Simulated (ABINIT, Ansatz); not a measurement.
# Lattice dynamics of Re (Rhenium) in two programs, part 4 of 4

How does Re (Rhenium) vibrate, and is this structure a minimum?

ABINIT 10.8.3; DFT PBEsol, scalar-relativistic, plane waves, PseudoDojo norm-conserving pseudopotentials.

So far, highest frequency (cm⁻¹): step 7 (interpolated phonon bands) 210.

## Step 9: Cross-check with Ansatz

A second program on the same cell, potentials, cutoff and meshes tests the implementation of the phonon response, not its convergence.

This step: DFT PBEsol, scalar-relativistic, plane waves, PseudoDojo norm-conserving pseudopotentials (Ansatz 0.2.0).

File input.yaml:

```yaml
crystal:
  lattice:
    - [2.7496721189, 0.0, 0.0]
    - [-1.3748360595, 2.3812859071, 0.0]
    - [0.0, 0.0, 4.4481137033]
  atoms:
    - { symbol: Re, position: [0.3333333333, 0.6666666667, 0.25] }
    - { symbol: Re, position: [0.6666666667, 0.3333333333, 0.75] }
kpoints:
  mp_grid: { grid: [12, 12, 6] }
hamiltonian:
  xc: pbesol
  pseudopotentials: { kind: nc, accuracy: standard }
scf:
  occupations: { method: gaussian, width: 0.27211 }
output:
  eigenvalues: true
basis:
  ecutwfc: 816.342
phonons:
  method: dfpt
  qmesh: [3, 3, 2]
  temperatures: { t_max: 1000, t_step: 50 }
  qpath:
    path:
      - [[0.0, 0.0, 0.0], [0.5, 0.0, 0.0], [0.33333333, 0.33333333, 0.0], [0.0, 0.0, 0.0], [0.0, 0.0, 0.5], [0.5, 0.0, 0.5], [0.33333333, 0.33333333, 0.5], [0.0, 0.0, 0.5]]
      - [[0.5, 0.0, 0.5], [0.5, 0.0, 0.0]]
      - [[0.33333333, 0.33333333, 0.5], [0.33333333, 0.33333333, 0.0]]
    npoints: 10
  electrical_resistivity: { temperatures: [77, 300], mesh: [24, 24, 12] }
```

Started as:

```sh
ansatz run input.yaml --threads 16 --pin off --max-ram 32768MiB --backend cpu --events-out ev --progress --plain --runs-dir out
```

Numbers of over 12 decimals in the logs are rounded to 6 here.

The program printed:

```text
Warning: basis.ecutwfc = 816.342 eV is below the records' recommended 979.609905 eV, and the density's cutoff is lower with it unless basis.ecutrho_ratio is high enough to keep the records' density cutoff: compare with a run at a higher cutoff
Engine: ansatz 0.2.0, aarch64-unknown-linux-gnu
Pseudopotentials: kind: nc
Pseudopotential: Re, nc, valence charge 15, recommended cutoff 979.609905 eV (normal), Re.nc.azcp (PseudoDojo's, or run here from an input of PseudoDojo's; its table is named by hamiltonian.pseudopotentials.accuracy)
Functional definition: PBEsol
  exchange = pbesol_x
  correlation = pbesol_c
Crystal: 2 atoms, lattice volume = 29.125 Å³
Basis set: ecut = 816.342 eV, 1545 PW (Γ), exchange–correlation on 54×54×96 points (8 copies of the dense FFT grid, shifted against one another)
Bands: 19, of which v1, the nominal top of the filled ones, is band 15 counted from 1 (14 counted from 0)
Symmetry: 24 space group operations
k-points: 76 of 864
Non-local potential: Re, projectors of the file, l = 0: 2, l = 1: 2, l = 2: 2, l = 3: 2
Initial density: superposition of atomic densities (chi_scale 0.1, normalization cell)
Initial wavefunctions: pseudopotential atomic-orbital guess
Functional: x = pbesol(κ = 0.804, μ = 0.123457), c = pbesol(β = 0.046)
SCF iter   1: F=—  HF=-4723.392557 eV  |F-HF|=—  |Δ(HF+E_count)|=         —  Δρ=6.07e-2  dr2=9.93e-1  ethr=3.10e-3  ⟨swp⟩=6.0  Hψ=7376  notcnv=0
preconditioner: auto → none  [metal: Δε(μ)=0.076 eV  Ē_g=6.478 eV  σ=0.272 eV  W_gap=0.16  n_scr=8 (ndim 8)  ℏωp=25.7 eV  f_vac=0.000  D(μ)=1.56/eV (n_scr^D=22)  sad-step TF]
SCF iter   2: F=—  HF=-4723.116428 eV  |F-HF|=—  |Δ(HF+E_count)|=   2.76e-1  Δρ=3.33e-2  dr2=2.86e-1  ethr=3.10e-3  ⟨swp⟩=2.2  Hψ=2526  notcnv=0
SCF iter   3: F=—  HF=-4723.011418 eV  |F-HF|=—  |Δ(HF+E_count)|=   1.05e-1  Δρ=2.25e-3  dr2=5.32e-4  ethr=9.52e-4  ⟨swp⟩=2.8  Hψ=2879  notcnv=0
SCF iter   4: F=—  HF=-4723.011382 eV  |F-HF|=—  |Δ(HF+E_count)|=   3.69e-5  Δρ=2.56e-4  dr2=6.94e-6  ethr=1.77e-6  ⟨swp⟩=2.8  Hψ=3129  notcnv=0
SCF iter   5: F=—  HF=-4723.011384 eV  |F-HF|=—  |Δ(HF+E_count)|=   2.36e-6  Δρ=3.87e-5  dr2=3.18e-7  ethr=2.31e-8  ⟨swp⟩=3.0  Hψ=3023  notcnv=0
SCF iter   6: F=—  HF=-4723.011383 eV  |F-HF|=—  |Δ(HF+E_count)|=   3.99e-7  Δρ=7.13e-6  dr2=6.19e-9  ethr=1.06e-9  ⟨swp⟩=2.9  Hψ=2921  notcnv=0
SCF iter   7: F=—  HF=-4723.011383 eV  |F-HF|=—  |Δ(HF+E_count)|=   1.71e-9  Δρ=1.55e-6  dr2=9.02e-11  ethr=2.06e-11  ⟨swp⟩=3.1  Hψ=3062  notcnv=0
SCF iter   8: F=-4723.011383 eV  HF=-4723.011383 eV  |F-HF|=0.00e0  |Δ(HF+E_count)|=  4.55e-12  Δρ=1.33e-7  dr2=8.86e-13  ethr=1.00e-12  ⟨swp⟩=10.9  Hψ=10776  notcnv=0
SCF 1 converged in 8 iterations: F = -4723.011383 eV  dr2 = 8.86e-13
NSCF: frozen V_eff on 76 k-points
WARN: eigensolver did not converge in 6 slots of this pass, the one above among them; of largest residual over every band (k=69): 1 band(s) unlocked (lowest unlocked band 18, counted from 0; max residual 4.51e-5 eV among the unlocked bands, 4.51e-5 eV over every band); of lowest unlocked band (k=46): band 18
NSCF: frozen V_eff on 172 k-points
DFPT response loops at q = (0, 0, 0) (fractional): preconditioner auto → Kerker (q_TF=auto, 2.742 Å⁻¹) (partly filled bands, converged f_vac=0.000); β = 1.00, the filter's whole step (`scf.mixing.beta` (0.50) is not read by the response loops under this deck's `scf.mixing.preconditioner`; to damp them name `kerker` or `kerker_dos`, under which they read `scf.mixing.beta`, and type it under 1.00, their step now; both keys bind the ground state too); Broyden in place of MSR1
NSCF: frozen V_eff on 344 k-points
DFPT response loops at q = (0, 0, -0.5) (fractional): mixed as the last ones told, above
NSCF: frozen V_eff on 624 k-points
DFPT response loops at q = (0, 0.333333, 0) (fractional): mixed as the last ones told, above
NSCF: frozen V_eff on 624 k-points
DFPT response loops at q = (0, 0.333333, -0.5) (fractional): mixed as the last ones told, above
NSCF: frozen V_eff on 624 k-points
DFPT response loops at q = (0.333333, 0.333333, 0) (fractional): mixed as the last ones told, above
NSCF: frozen V_eff on 624 k-points
DFPT response loops at q = (0.333333, 0.333333, -0.5) (fractional): mixed as the last ones told, above
SCF iter   1: F=—  HF=-4723.392557 eV  |F-HF|=—  |Δ(HF+E_count)|=         —  Δρ=6.07e-2  dr2=9.93e-1  ethr=3.10e-3  ⟨swp⟩=6.0  Hψ=7376  notcnv=0
SCF iter   2: F=—  HF=-4723.116428 eV  |F-HF|=—  |Δ(HF+E_count)|=   2.76e-1  Δρ=3.33e-2  dr2=2.86e-1  ethr=3.10e-3  ⟨swp⟩=2.2  Hψ=2526  notcnv=0
SCF iter   3: F=—  HF=-4723.011418 eV  |F-HF|=—  |Δ(HF+E_count)|=   1.05e-1  Δρ=2.25e-3  dr2=5.32e-4  ethr=9.52e-4  ⟨swp⟩=2.8  Hψ=2879  notcnv=0
SCF iter   4: F=—  HF=-4723.011382 eV  |F-HF|=—  |Δ(HF+E_count)|=   3.69e-5  Δρ=2.56e-4  dr2=6.94e-6  ethr=1.77e-6  ⟨swp⟩=2.8  Hψ=3129  notcnv=0
SCF iter   5: F=—  HF=-4723.011384 eV  |F-HF|=—  |Δ(HF+E_count)|=   2.36e-6  Δρ=3.87e-5  dr2=3.18e-7  ethr=2.31e-8  ⟨swp⟩=3.0  Hψ=3023  notcnv=0
SCF iter   6: F=—  HF=-4723.011383 eV  |F-HF|=—  |Δ(HF+E_count)|=   3.99e-7  Δρ=7.13e-6  dr2=6.19e-9  ethr=1.06e-9  ⟨swp⟩=2.9  Hψ=2921  notcnv=0
SCF iter   7: F=—  HF=-4723.011383 eV  |F-HF|=—  |Δ(HF+E_count)|=   1.71e-9  Δρ=1.55e-6  dr2=9.02e-11  ethr=2.06e-11  ⟨swp⟩=3.1  Hψ=3062  notcnv=0
SCF iter   8: F=-4723.011383 eV  HF=-4723.011383 eV  |F-HF|=0.00e0  |Δ(HF+E_count)|=  7.28e-12  Δρ=1.32e-7  dr2=8.80e-13  ethr=1.00e-12  ⟨swp⟩=4.1  Hψ=4953  notcnv=0
SCF 2 converged in 8 iterations: F = -4723.011383 eV  dr2 = 8.80e-13
NSCF: frozen V_eff on 76 k-points
NSCF: frozen V_eff on 95 k-points
[...]
SCF converged after 8 iterations
Free energy (F): -4723.011383 eV
Harris-Foulkes:  -4723.011383 eV  (|F-HF|=0.00e0)
Internal energy: -4722.949150 eV  (E = F + TS)
E sigma→0 (E₀):  -4722.980267 eV
Entropy (-TS):   -0.062234 eV (-31.117 meV/atom)
Fermi energy:    24.279510 eV
--- Per-component energies (eV) ---
  E_band       = -135.375927
  E_kinetic    = 1294.751649
  E_local      = -1962.338730  (includes V_loc(G=0)·N_el)
  E_nonlocal   = 202.831510
  E_hartree    = 510.736973
  E_xc         = -937.125499
  E_vxc        = -692.094323  (∫ρ·V_xc dr)
  E_ewald      = -3831.805053
  E_smearing   = -0.062234  (= −TS)
  E_closure    = -0.000000  (closes the sum)
  Σ components = -4723.011383   (vs F -4723.011383, Δ=0.00e0)
--- Band table (eV; the first three rows and the last of 76) ---
  k-point 0: bands = [... 11 lower, 22.6740, 22.6740, 23.5223, 23.5223, 24.4885, 24.4885, 24.8890, 27.7023]
  k-point 1: bands = [... 11 lower, 22.5370, 22.5370, 23.3220, 23.3220, 24.0190, 24.9317, 24.9317, 27.7268]
  k-point 2: bands = [... 11 lower, 22.4228, 22.4228, 22.5485, 22.9034, 22.9034, 25.8860, 25.8860, 27.5461]
  k-point 75: bands = [... 11 lower, 20.4992, 22.1133, 22.1133, 24.3328, 24.3328, 27.6968, 27.6968, 33.9450]
--- Phonons (Γ-DFPT): 2 representative perturbations + reference (Σ response iterations 8) ---
  ASR residual: 1.362e-4 → 0.000e0 eV/Å²; symmetrization residual: 6.514e-10 eV/Å²
  ASR residual per site (eV/Å²): 1.36e-4 1.36e-4
  Γ frequencies (cm⁻¹): 0.00 0.00 0.00 116.08 116.80 116.80
--- Phonons (arbitrary-q DFPT): 6 irreducible q on the 3×3×2 mesh ---
  q = [0.0000, 0.0000, 0.0000] (star 1, of the zone-centre solve; hermiticity 1.39e-10, symmetrization 6.97e-11): -0.00 -0.00 0.00 116.08 116.80 116.80
  q = [0.0000, 0.0000, -0.5000] (star 1, 2 solved perturbations in 248 linear systems a pass and spin channel, the states on 172 of 864 k-point pairs; hermiticity 2.94e-9, symmetrization 1.47e-9, the responses' own estimated error 1.6e-7 eV/Å²): 83.13 83.13 83.13 83.13 167.92 167.92
  q = [0.0000, 0.3333, 0.0000] (star 6, 3 solved perturbations on 312 of 864 k-point pairs; hermiticity 5.98e-9, symmetrization 3.68e-10): 103.60 107.97 122.09 159.43 175.59 184.99
  q = [0.0000, 0.3333, -0.5000] (star 6, 3 solved perturbations on 312 of 864 k-point pairs; hermiticity 6.30e-9, symmetrization 3.38e-10, the responses' own estimated error 1.9e-7 eV/Å²): 117.86 117.86 118.86 118.86 183.81 183.81
  q = [0.3333, 0.3333, 0.0000] (star 2, 2 solved perturbations in 436 linear systems a pass and spin channel, the states on 312 of 864 k-point pairs; hermiticity 3.37e-9, symmetrization 1.68e-9): 128.34 156.46 156.46 160.00 193.92 193.92
  q = [0.3333, 0.3333, -0.5000] (star 2, 2 solved perturbations in 436 linear systems a pass and spin channel, the states on 312 of 864 k-point pairs; hermiticity 3.19e-9, symmetrization 1.60e-9): 55.10 55.10 161.03 161.03 196.70 196.70
  sum rule: each row above includes the acoustic sum rule's correction from the zone centre's row sums; it moved no ω² by more than (0.45 cm⁻¹)²
  mesh force constants: q→R imaginary residual 0.00e0; ASR residual 1.362e-4 → 0.000e0 eV/Å²; symmetrization residual 1.776e-14 eV/Å²
  interpolated dispersion: 93 rows × 6 modes
  density of states and harmonic sums: on the 27×27×14 q-mesh, interpolated from the force constants of a 3×3×2 supercell (no non-analytic term)
  largest difference from the sums on the solved wave vectors: F 3.02e-2 eV, S 4.45e-5 and C_V 1.43e-5 eV/K
  zero-point energy: 0.051735 eV/cell   skipped modes (ω ≤ 0): 3   left out of the sums: 4.90e-5 of the cell's modes: C_V's classical limit lies that fraction below 3 k_B per atom; for a crystal, a wire or a layer, F and S can be off by more, and a phonons.interpolated_qmesh denser along its periods is the remedy for the sampling
--- Electrical resistivity: potentials and phonons of a 3×3×2 supercell ---
  scattering by harmonic phonons alone, with no dipole-dipole term; scattering by other electrons, impurities, surfaces and spin disorder is left out, and so is spin–orbit coupling
  the resistivity is that of a variational response, whose dependence on the energy is improved iteratively
  at the Fermi level of each mesh (of a tensor a third of its trace):
           mesh   spin    states/(eV spin)  plasma energy (eV)         λ      λ_tr    ħω_log (meV)
       24×24×12                     0.7313              7.7151    0.6837    0.6498          15.333
        12×12×6                     0.7387              7.7172    0.6957    0.6670          15.463
          6×6×3                     8.2840              7.1677    1.3006    6.7967          16.694
  resistivity on the deck's mesh, µΩ·cm:
     T (K)       trace/3  mesh converged            xx            yy            zz    lowest order   relaxation time
     77.00      1.8886e0              no      2.0829e0      2.0829e0      1.5001e0        2.1476e0          1.9660e0
    300.00      1.2911e1              no      1.4311e1      1.4311e1      1.0111e1        1.3301e1          1.3148e1
  mean free path at 77 K (of a tensor a third of its trace): 39.3 nm by what each carries, 32.0 by the Fermi surface alone
  Hall coefficient in a weak field at 77 K (a third of the trace): 1.935e-10 m³/C (as a tensor it moves by 8.4 % between the two finest meshes); by each state's relaxation time: 1.945e-10 m³/C; by a constant relaxation time: 1.357e-10 m³/C
  mean free path at 300 K (of a tensor a third of its trace): 5.44 nm by what each carries, 4.69 by the Fermi surface alone
  Hall coefficient in a weak field at 300 K (a third of the trace): 1.944e-10 m³/C (as a tensor it moves by 6.4 % between the two finest meshes); by each state's relaxation time: 1.875e-10 m³/C; by a constant relaxation time: 1.362e-10 m³/C
  the resistivity times a path that all electrons share, by the Fermi surface of the deck's mesh alone (a third of the trace): 6.074e-16 Ω·m²
  not converged in the mesh (λ; λ_tr; the resistivity at 77 K by 4.21 %; the resistivity at 300 K by 5.26 %): between neighbouring meshes, the two finest first, λ moves by 1.76 % and 86.95 %, λ_tr by 2.70 % and 918.14 % and the resistivity by up to 5.26 % and 94.32 %; an estimate, no bound, puts it up to 1.1e-8 % above the Boltzmann equation's exact value after up to 4 iterations (at most 30 are made, fewer where the estimate is under 1.0e-6 % of each spin channel's own resistivity)
  vibrations of 18 cells: unjudged by the run; compare a larger repeat
  the changes of the potential over all sites missed a rigid shift's by 0.00 % (the site terms' by 0.00 %)
  at the force constants' own smearing the fine mesh and the k-points of their solves give squared frequencies that differ by 18.2 % of the larger at the most, at (0.3333, 0.3333, -0.5)
```

It took 93 s on 16 threads of Arm Neoverse V1, shared host; peak memory 1.9 GiB.

Read from the output:

| Quantity | Value |
| --- | --- |
| sum-rule residual before enforcement | 1.36e-4 eV/Å² |
| mean frequency | 139.1 cm⁻¹ |
| Debye temperature (second moment) | 267 K |
| logarithmic mean frequency | 133.8 cm⁻¹ |
| zero-point energy per atom | 25.87 meV |
| vibrational entropy at 300 K | 36.49 J/(mol atoms K) |

## Step 10: The two compared: ABINIT PseudoDojo and Ansatz, PseudoDojo

Worked out from the results:

```
root-mean-square difference             : 0.01 cm⁻¹
largest difference                      : 0.02 cm⁻¹
root-mean-square difference on the path : 1.5 cm⁻¹
largest difference on the path          : 7.9 cm⁻¹
```

At the solved wavevectors the largest difference (acoustic modes at Γ apart) is 0.01 % of the highest mode (on the interpolated path 4 %).

## Step 11: Summary of results

```json
{
 "space group after relaxation": "P6_3/mmc",
 "volume per atom": "14.6 Å³",
 "highest optical zone-centre mode (no LO-TO term)": "116.8 cm⁻¹",
 "lowest optical zone-centre mode": "116.1 cm⁻¹",
 "q mesh": "3×3×2",
 "lowest mode on the q mesh (acoustic ones at the zone centre apart)": "55.1 cm⁻¹",
 "zero-point energy per atom": "25.9 meV",
 "heat capacity at 300 K": "24.0 J/(mol atoms K)",
 "vibrational entropy at 300 K": "36.5 J/(mol atoms K)",
 "imaginary modes on the q mesh": "none",
 "largest difference from Ansatz, PseudoDojo": "0.02 cm⁻¹"
}
```

**Reading.** Re (Rhenium) is dynamically stable on the 3×3×2 mesh; its spectrum reaches 210 cm⁻¹. At the PBEsol level the optical modes of Re (Rhenium) at the zone centre run from 116 to 117 cm⁻¹. Along axes with an odd number of divisions the mesh misses the zone-boundary points at one half, where instabilities often lie; those are only interpolated. The base run prints -0.31 GPa, mostly the error of a finite basis; the relaxation, with a smoothed and higher cutoff, had brought the cell to rest. ABINIT PseudoDojo and Ansatz, PseudoDojo agree to 0.02 cm⁻¹ (0.01 % of the highest mode compared) on all solved modes but the acoustic ones at Γ. Their interpolated bands part by up to 8 cm⁻¹. These are harmonic frequencies at zero temperature: anharmonic shifts and linewidths and thermal expansion are left out. Spin-orbit coupling is left out, which can matter for the heavy elements here. In a metal the frequencies hang on the k mesh and the smearing, most of all near Kohn anomalies. Ansatz warns that the cutoff lies 17 % under the one recommended for these files; agreement at one cutoff is not convergence. Electron-phonon sums were run after this but are left out, since no second program bore their λ out within 30 %; a λ that a log prints is not taken as a result. The q mesh stands for a supercell only 8.2 Å across, so branches between the solved wavevectors are rough.

[Host names and launcher messages were left out of these logs when they were recorded.]

[Logs are printed without paths, hosts, clocks, repeated set-up lines and the standing remarks that a program may print on its own settings, such as how far it seeks lower states.]

[Hosts, paths, dates, database ids (printed as entryN), source tags and the programs' standing remarks are cut or masked in the printed files.]
